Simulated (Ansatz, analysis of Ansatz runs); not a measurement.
# Interstitial H in bcc V, hop from a tetrahedral to the next tetrahedral site: migration barrier, PBE

Subject: interstitial H in bcc V, hop from a tetrahedral to the next tetrahedral site. Wanted: its migration barrier, in one set-up (PBE, 32-site cell, measured lattice, 420 eV, k: 4x4x4 Gamma-centred). The model is a cell of 32 host atoms with 1 H put in. The barrier is the energy of the highest image of a climbing band over the relaxed site that the atom leaves. The measured lattice removes the functional's error in the volume.

Measured beforehand: Migration barrier: 0.046 eV, by Gorsky effect and other diffusion measurements (T > 250 K); average of cited values (quoted in “Explainable Machine Learning for Hydrogen Diffusion in Metals and Random Binary Alloys”, 2023, G. M. Lu et al., quoting earlier work (1983)).

Method: plane-wave PAW DFT, PBE; relaxation of all atoms of a defect supercell, in Ansatz 0.2.0.

## 1. Set-up

The cell holds 33 atoms: 32 V and 1 H. Cell: a = 8.566 Å, b = 8.566 Å, c = 8.566 Å, α = 60.0°, β = 60.0°, γ = 60.0°. It derives from V (space group Im-3m). Nearest the centre at fractional (0.312, 0.438, 0.562): H33 at 0.00 Å, V29 at 1.69 Å, V14 at 1.69 Å, V4 at 1.69 Å, V7 at 1.69 Å, V11 at 2.73 Å, V13 at 2.73 Å, V22 at 2.73 Å.

The host's primitive cell comes from a first run (plane-wave PAW DFT, PBE; relaxation of the host's atoms at the measured cell): vectors of 2.623, 2.623 and 2.623 Å. That is 13.89 Å³ an atom. The supercell is built on it.

## 2. Relaxation, charge 0

A barrier counts from a true minimum, so both ends of the jump are relaxed first.

The input, start/input.yaml:

```yaml
relax:
  f_tol: 0.02
  max_steps: 80
  escape_saddle: false
crystal:
  lattice:
    - [0.0, 6.0574, 6.0574]
    - [6.0574, 0.0, 6.0574]
    - [6.0574, 6.0574, 0.0]
  atoms:
    - { symbol: V, position: [0.0, 0.0, 0.0] }
    - { symbol: V, position: [0.125, 0.125, 0.125] }
    - { symbol: V, position: [0.25, 0.25, 0.25] }
    - { symbol: V, position: [0.375, 0.375, 0.375] }
    - { symbol: V, position: [0.0, 0.0, 0.5] }
    - { symbol: V, position: [0.125, 0.125, 0.625] }
    - { symbol: V, position: [0.25, 0.25, 0.75] }
    - { symbol: V, position: [0.375, 0.375, 0.875] }
    - { symbol: V, position: [0.0, 0.5, 0.0] }
    - { symbol: V, position: [0.125, 0.625, 0.125] }
    - { symbol: V, position: [0.25, 0.75, 0.25] }
    - { symbol: V, position: [0.375, 0.875, 0.375] }
    - { symbol: V, position: [0.0, 0.5, 0.5] }
    - { symbol: V, position: [0.125, 0.625, 0.625] }
    - { symbol: V, position: [0.25, 0.75, 0.75] }
    - { symbol: V, position: [0.375, 0.875, 0.875] }
    - { symbol: V, position: [0.5, 0.0, 0.0] }
    - { symbol: V, position: [0.625, 0.125, 0.125] }
    - { symbol: V, position: [0.75, 0.25, 0.25] }
    - { symbol: V, position: [0.875, 0.375, 0.375] }
    - { symbol: V, position: [0.5, 0.0, 0.5] }
    - { symbol: V, position: [0.625, 0.125, 0.625] }
    - { symbol: V, position: [0.75, 0.25, 0.75] }
    - { symbol: V, position: [0.875, 0.375, 0.875] }
    - { symbol: V, position: [0.5, 0.5, 0.0] }
    - { symbol: V, position: [0.625, 0.625, 0.125] }
    - { symbol: V, position: [0.75, 0.75, 0.25] }
    - { symbol: V, position: [0.875, 0.875, 0.375] }
    - { symbol: V, position: [0.5, 0.5, 0.5] }
    - { symbol: V, position: [0.625, 0.625, 0.625] }
    - { symbol: V, position: [0.75, 0.75, 0.75] }
    - { symbol: V, position: [0.875, 0.875, 0.875] }
    - { symbol: H, position: [0.3125, 0.4375, 0.5625] }
basis:
  ecutwfc: 420
  xc_grid: 2
hamiltonian:
  xc: pbe
kpoints:
  mp_grid: { grid: [4, 4, 4] }
scf:
  occupations: { method: methfessel_paxton, width: 0.1 }
  max_iter: 120
output:
  forces: true
checkpoint:
  write: "../start.run"
  compress: false
  write_wavefunctions: true
  write_every: 100000
```

Started as:

```
$ ansatz run input.yaml --threads 4 --pin off --max-ram 14131MiB --backend cpu --events-out ev --progress --plain --runs-dir out
```

Numbers of over 12 decimals in the logs are rounded to 6 here.

What it wrote:

```text
[... repeated set-up lines and file paths are left out, and long positions are rounded to six places ...]
Engine: ansatz 0.2.0, aarch64-unknown-linux-gnu
Pseudopotentials: kind: paw
Pseudopotential: V, paw, valence charge 13, recommended cutoff 420 eV (normal), V.paw.azcp
Pseudopotential: H, paw, valence charge 1, recommended cutoff 420 eV (normal), H.paw.azcp
Functional definition: PBE
  parameter kappa = 0.804
  parameter beta = 0.066725
  exchange = pbe_x(kappa = kappa, mu = beta*pi^2/3)
  correlation = pbe_c(beta = beta)
Crystal: 33 atoms, lattice volume = 444.517 Å³
Basis set: ecut = 420 eV, 8657 PW (Γ), exchange–correlation on 120×120×120 points (8 copies of the dense FFT grid, shifted against one another)
Bands: 251, of which v1, the nominal top of the filled ones, is band 209 counted from 1 (208 counted from 0)
Symmetry: 8 space group operations
Space group: I-42m (ITA 121), of the structure as read, at distance tolerance 7.6e-5 Å
k-points: 13 of 64 (time reversal used)
Non-local potential: V, projectors of the file, l = 0: 3, l = 1: 2, l = 2: 3, l = 3: 1
Non-local potential: H, projectors of the file, l = 0: 2, l = 1: 1
PAW form: soft (Blöchl's): semilocal exchange-correlation on the pseudo side does not see the compensation charge
PAW one-centre angular grid: V, 590 points (default); XC on 64 Gauss nodes
PAW one-centre angular grid: H, 110 points (default); XC on 64 Gauss nodes
Initial density: superposition of atomic densities (neutral atoms: chi_scale 0, normalization atom), corrected by the library's trained network
Initial wavefunctions: pseudopotential atomic-orbital guess
Functional: x = pbe(κ = 0.804, μ = 0.219515), c = pbe(β = 0.066725)
SCF iter   1: F=—  HF=-93212.986053 eV  |F-HF|=—  |Δ(HF+E_count)|=         —  Δρ=5.58e-3  dr2=1.44e-1  ethr=1.77e-3  ⟨swp⟩=7.7  Hψ=12002  notcnv=0  defer=1
preconditioner: auto → Kerker (q_TF=auto, 2.699 Å⁻¹)  [metal: Δε(μ)=0.005 eV  Ē_g=2.959 eV  σ=0.100 eV  W_gap=0.04  n_scr=168 (ndim 8)  ℏωp=22.3 eV  f_vac=0.000  D(μ)=50.94/eV (n_scr^D=724)]
SCF iter   2: F=—  HF=-93212.990420 eV  |F-HF|=—  |Δ(HF+E_count)|=   4.37e-3  S|Δr|=    0.00e0  Δρ=3.09e-3  dr2=3.29e-2  ethr=3.45e-5  ⟨swp⟩=2.0  Hψ=4217  notcnv=0  defer=1
SCF iter   3: F=—  HF=-93212.991349 eV  |F-HF|=—  |Δ(HF+E_count)|=   9.28e-4  S|Δr|=    0.00e0  Δρ=5.97e-4  dr2=9.20e-4  ethr=7.89e-6  ⟨swp⟩=2.0  Hψ=3513  notcnv=0  defer=1
SCF iter   4: F=—  HF=-93212.992291 eV  |F-HF|=—  |Δ(HF+E_count)|=   9.43e-4  S|Δr|=    0.00e0  Δρ=1.68e-4  dr2=7.48e-5  ethr=2.21e-7  ⟨swp⟩=2.5  Hψ=5585  notcnv=0  defer=1
SCF iter   5: F=-93212.992299 eV  HF=-93212.992297 eV  |F-HF|=1.05e-6  |Δ(HF+E_count)|=   6.26e-6  S|Δr|=    0.00e0  Δρ=3.58e-5  dr2=2.74e-6  ethr=2.40e-9  ⟨swp⟩=4.0  Hψ=9263  notcnv=0
SCF 1 converged in 5 iterations: F = -93212.992299 eV  dr2 = 2.74e-6
  greatest PAW one-centre occupation: 1.000 electrons in one spin orbital (limit 2), on the V atom at site 31 (counted from 0), in its partial waves of l = 0
relax step   1: F+E_penalty+E_count = -93212.99229852 eV  Δ(F+E_penalty+E_count) = +0.000e0 eV  max|allowed force component| = 1.050e0 eV/Å  Δτ_max = 0.0000 Å  (5 SCF iters, dr2 threshold 1.00e-5 eV, accepted)
[... the SCF cycles and remarks between the steps are left out from here to the last step ...]
relax step   2: F+E_penalty+E_count = -93213.16627494 eV  Δ(F+E_penalty+E_count) = -1.740e-1 eV  max|allowed force component| = 4.061e-1 eV/Å  Δτ_max = 0.0501 Å  (6 SCF iters, dr2 threshold 6.89e-5 eV, accepted)
relax step   3: F+E_penalty+E_count = -93213.21250936 eV  Δ(F+E_penalty+E_count) = -4.623e-2 eV  max|allowed force component| = 4.501e-2 eV/Å  Δτ_max = 0.0389 Å  (6 SCF iters, dr2 threshold 1.03e-5 eV, accepted)
SCF iter   1: F=—  HF=-93213.215860 eV  |F-HF|=—  |Δ(HF+E_count)|=         —  Δρ=1.78e-3  dr2=4.32e-2  ethr=1.95e-4  ⟨swp⟩=4.0  Hψ=5632  notcnv=0  defer=296
SCF iter   2: F=—  HF=-93213.214089 eV  |F-HF|=—  |Δ(HF+E_count)|=   1.77e-3  S|Δr|=    0.00e0  Δρ=7.94e-4  dr2=1.03e-2  ethr=1.03e-5  ⟨swp⟩=1.0  Hψ=3757  notcnv=0  defer=285
SCF iter   3: F=—  HF=-93213.213332 eV  |F-HF|=—  |Δ(HF+E_count)|=   7.57e-4  S|Δr|=    0.00e0  Δρ=1.65e-4  dr2=1.83e-4  ethr=2.46e-6  ⟨swp⟩=2.0  Hψ=3603  notcnv=0  defer=285
SCF iter   4: F=—  HF=-93213.213333 eV  |F-HF|=—  |Δ(HF+E_count)|=   7.82e-7  S|Δr|=    0.00e0  Δρ=5.62e-5  dr2=4.12e-5  ethr=4.40e-8  ⟨swp⟩=2.8  Hψ=4404  notcnv=0  defer=285
SCF iter   5: F=—  HF=-93213.214107 eV  |F-HF|=—  |Δ(HF+E_count)|=   7.74e-4  S|Δr|=    0.00e0  Δρ=7.52e-6  dr2=2.99e-7  ethr=9.88e-9  ⟨swp⟩=2.0  Hψ=3927  notcnv=0  defer=285
SCF iter   6: F=—  HF=-93213.214107 eV  |F-HF|=—  |Δ(HF+E_count)|=   5.15e-8  S|Δr|=    0.00e0  Δρ=4.55e-6  dr2=1.48e-7  ethr=2.40e-11  ⟨swp⟩=6.4  Hψ=11518  notcnv=0
SCF iter   7: F=-93213.214107 eV  HF=-93213.214107 eV  |F-HF|=9.44e-9  |Δ(HF+E_count)|=   9.94e-9  S|Δr|=    0.00e0  Δρ=1.20e-6  dr2=1.13e-8  ethr=2.40e-11  ⟨swp⟩=4.8  Hψ=8314  notcnv=0
SCF 4 converged in 7 iterations: F = -93213.214107 eV  dr2 = 1.13e-8
relax step   4: F+E_penalty+E_count = -93213.21410664 eV  Δ(F+E_penalty+E_count) = -1.597e-3 eV  max|allowed force component| = 1.139e-2 eV/Å  Δτ_max = 0.0072 Å  (7 SCF iters, accepted)
NSCF: frozen V_eff on 13 k-points
the band table was solved once a step of the walk had ended and its energy, with any forces and stress, was formed, with the checks that follow a solve (12603 applications of the Hamiltonian). They found nothing against the state; [...]
SCF converged after 7 iterations
Stability not checked: this state was not tested for a lower state beside it, because cold or Methfessel-Paxton smearing, or corrected tetrahedra, fill the levels in a way that the test cannot read (fill_not_monotonic; see scf.lower_state_search)
Free energy (F): -93213.214107 eV
Harris-Foulkes:  -93213.214107 eV  (|F-HF|=9.44e-9)
Internal energy: -93213.224900 eV  (E = F + TS)
E sigma→0 (E₀):  -93213.216805 eV
Entropy (-TS):   0.010793 eV (0.327 meV/atom)
Fermi energy:    15.992888 eV
Step filling:    the computed levels leave a gap of 0.0008 eV = 0.0 smearing widths at the electron count; against every level under it full and every level over it empty, smearing changes F+E_penalty+E_count by -1.365 meV and its σ→0 estimate by -4.063 meV
--- Per-component energies (eV) ---
  E_band       = -4849.628300
  E_kinetic    = 10758.242594
  E_local      = -29278.547997  (includes V_loc(G=0)·N_el)
  E_nonlocal   = -1462.313010
  E_hartree    = 13375.382805
  E_xc         = -4179.113759
  E_vxc        = -5297.851242  (∫ρ·V_xc dr)
  E_paw        = -35602.244892  (= ΣΔE_a)
  E_vpaw       = -6319.923357  (= ΣTr[D̂ρ^β])
  E_aug_tail   = 0.006977  (compensation charges beyond the density's cutoff)
  E_ewald      = -46824.637618
  E_smearing   = 0.010793  (= −TS)
  E_closure    = -0.000000  (closes the sum)
  Σ components = -93213.214107   (vs F -93213.214107, Δ=0.00e0)
--- Forces (eV/Å), atoms counted from 1 ---
  atom   1  V      0.00000000     0.00099996     0.00615983
  atom   2  V     -0.00646581    -0.00536228     0.00626608
  atom   3  V      0.00626608     0.00536228     0.00646581
  atom   4  V      0.01139304     0.00185350     0.00000000
  atom   5  V     -0.00626608     0.00536228    -0.00646581
  atom   6  V      0.01011845     0.00612564     0.00004223
  atom   7  V     -0.00000000    -0.00185350     0.01139304
  atom   8  V      0.00121478     0.00591841    -0.00000000
  atom   9  V     -0.00004223    -0.00612564     0.01011845
  atom  10  V      0.00609701     0.00149636    -0.00000000
  atom  11  V      0.00000000    -0.00591841     0.00121478
  atom  12  V     -0.01011845     0.00612564    -0.00004223
  atom  13  V      0.00000000    -0.00591841    -0.00121478
  atom  14  V     -0.01139304     0.00185350     0.00000000
  atom  15  V     -0.00004223    -0.00612564    -0.01011845
  atom  16  V      0.00646581    -0.00536228     0.00626608
  atom  17  V     -0.00000000    -0.00149636     0.00609701
  atom  18  V      0.00615983    -0.00099996     0.00000000
  atom  19  V      0.00004223    -0.00612564    -0.01011845
  atom  20  V      0.00646581    -0.00536228    -0.00626608
  atom  21  V      0.00004223    -0.00612564     0.01011845
  atom  22  V     -0.00121478     0.00591841     0.00000000
  atom  23  V     -0.00000000    -0.00149636    -0.00609701
  atom  24  V     -0.01011845     0.00612564     0.00004223
  atom  25  V      0.00626608     0.00536228    -0.00646581
  atom  26  V      0.01011845     0.00612564    -0.00004223
  atom  27  V      0.00000000     0.00099996    -0.00615983
  atom  28  V     -0.00609701     0.00149636    -0.00000000
  atom  29  V     -0.00000000    -0.00185350    -0.01139304
  atom  30  V     -0.00646581    -0.00536228    -0.00626608
  atom  31  V     -0.00626608     0.00536228     0.00646581
  atom  32  V     -0.00615983    -0.00099996     0.00000000
  atom  33  H      0.00000000     0.00000000    -0.00000000
  max |Σ_I F_I| component: 1.46e-17 eV/Å
--- Band table (eV; the first three rows and the last of 13) ---
  k-point 0: bands = ["-47.7481", "-47.6510", "-47.6510", "-47.6421", [... 243 left out ...] "18.3321", "18.3329", "18.3350", "18.3350"]
  k-point 1: bands = ["-47.7385", "-47.6765", "-47.6535", "-47.6451", [... 243 left out ...] "18.2398", "18.2520", "18.2632", "18.2682"]
  [... further k-points left out ...]
--- Relaxed structure (4 steps of the walk, 4 accepted, 0 SCFs on fresh bases) ---
  F+E_penalty+E_count = -93213.21410664 eV   max|allowed force component| = 1.139e-2 eV/Å
  atoms:
    - { symbol: V, position: [-0.000110, 1.2361956064474421e-5, -1.2361956064474367e-5] }
    - { symbol: V, position: [0.124796, 0.123514, 0.125541] }
    - { symbol: V, position: [0.251149, 0.249796, 0.248514] }
    - { symbol: V, position: [0.377450, 0.372550, 0.364728] }
    - { symbol: V, position: [-0.001486, 0.000541, 0.501149] }
    - { symbol: V, position: [0.124256, 0.123807, 0.626579] }
    - { symbol: V, position: [0.247550, 0.239728, 0.760272] }
    - { symbol: V, position: [0.375919, 0.374081, 0.878656] }
    - { symbol: V, position: [-0.001193, 0.501579, 0.000357] }
    - { symbol: V, position: [0.123935, 0.626065, 0.124663] }
    - { symbol: V, position: [0.249081, 0.753656, 0.246344] }
    - { symbol: V, position: [0.376579, 0.875357, 0.374256] }
    - { symbol: V, position: [-0.003656, 0.500919, 0.499081] }
    - { symbol: V, position: [0.114728, 0.635272, 0.627450] }
    - { symbol: V, position: [0.248421, 0.751193, 0.750744] }
    - { symbol: V, position: [0.373851, 0.874459, 0.876486] }
    - { symbol: V, position: [0.501065, -0.000337, 0.000337] }
    - { symbol: V, position: [0.625110, 0.124890, 0.125012] }
    - { symbol: V, position: [0.750357, 0.249256, 0.248807] }
    - { symbol: V, position: [0.875541, 0.376149, 0.374796] }
    - { symbol: V, position: [0.500744, -0.000357, 0.498421] }
    - { symbol: V, position: [0.628656, 0.121344, 0.625919] }
    - { symbol: V, position: [0.750337, 0.248935, 0.751065] }
    - { symbol: V, position: [0.874643, 0.373421, 0.876193] }
    - { symbol: V, position: [0.500204, 0.498851, -0.000541] }
    - { symbol: V, position: [0.626193, 0.625744, 0.124643] }
    - { symbol: V, position: [0.749988, 0.750110, 0.249890] }
    - { symbol: V, position: [0.874663, 0.875337, 0.373935] }
    - { symbol: V, position: [0.510272, 0.502450, 0.497550] }
    - { symbol: V, position: [0.626486, 0.625204, 0.623851] }
    - { symbol: V, position: [0.749459, 0.751486, 0.750204] }
    - { symbol: V, position: [0.875012, 0.874988, 0.875110] }
    - { symbol: H, position: [0.3125, 0.4375, 0.5625] }
```

Wall time 3.5 min (4 threads of Arm Neoverse V1, shared host); peak memory 3.4 GiB.

The steps of the relaxation:

| step | energy less that of the first step (eV) | largest force component (eV/Å) |
| --- | --- | --- |
| 1 | 0.0000 | 1.0499 |
| 2 | -0.1740 | 0.4061 |
| 3 | -0.2202 | 0.0450 |
| 4 | -0.2218 | 0.0114 |

Forces are held to the 8 operations that the run works with; a distortion that breaks them can't arise in this run.

The atoms that moved most (Å):

| atom | dx | dy | dz | length |
| --- | --- | --- | --- | --- |
| V7 | 0.000 | 0.047 | -0.077 | 0.090 |
| V4 | -0.077 | -0.047 | 0.000 | 0.090 |
| V29 | 0.000 | 0.047 | 0.077 | 0.090 |
| V14 | 0.077 | -0.047 | 0.000 | 0.090 |
| V22 | -0.017 | 0.028 | 0.000 | 0.032 |
| V8 | 0.017 | 0.028 | 0.000 | 0.032 |
| V11 | 0.000 | -0.028 | 0.017 | 0.032 |
| V13 | 0.000 | -0.028 | -0.017 | 0.032 |

Neighbours of H33 at the end:

| atom | distance (Å) |
| --- | --- |
| V14 | 1.783 |
| V29 | 1.783 |
| V7 | 1.783 |
| V4 | 1.783 |
| V13 | 2.762 |
| V11 | 2.762 |
| V8 | 2.762 |
| V22 | 2.762 |

Numbers from this step:

```yaml
free_energy: -93213.2141 eV
smearing_term_ts: -0.01079 eV
```

The other runs of this kind differ in structure, charge or spin alone:

| run | outcome | energy less the first (eV) | moment (μB) | time |
| --- | --- | --- | --- | --- |
| relaxation, charge 0 | converged | 0.0000 | 0.00 | 3.5 min |
| relaxation, charge 0 | converged | 0.0000 | 0.00 | 3.6 min |

The relaxation ends 6.7 meV an atom lower, with a largest force component of 0.011 eV/Å.

[end of part 1 of 2]

[Logs are printed without paths, hosts, clocks, repeated set-up lines and the standing remarks that a program may print on its own settings, such as how far it seeks lower states.]

[Hosts, paths, dates, database ids (printed as entryN), source tags and the programs' standing remarks are cut or masked in the printed files.]

[For some hosts the program warned that the k-mesh of the response run may be too coarse for force constants and the static dielectric constant; such warnings are not shown here.]
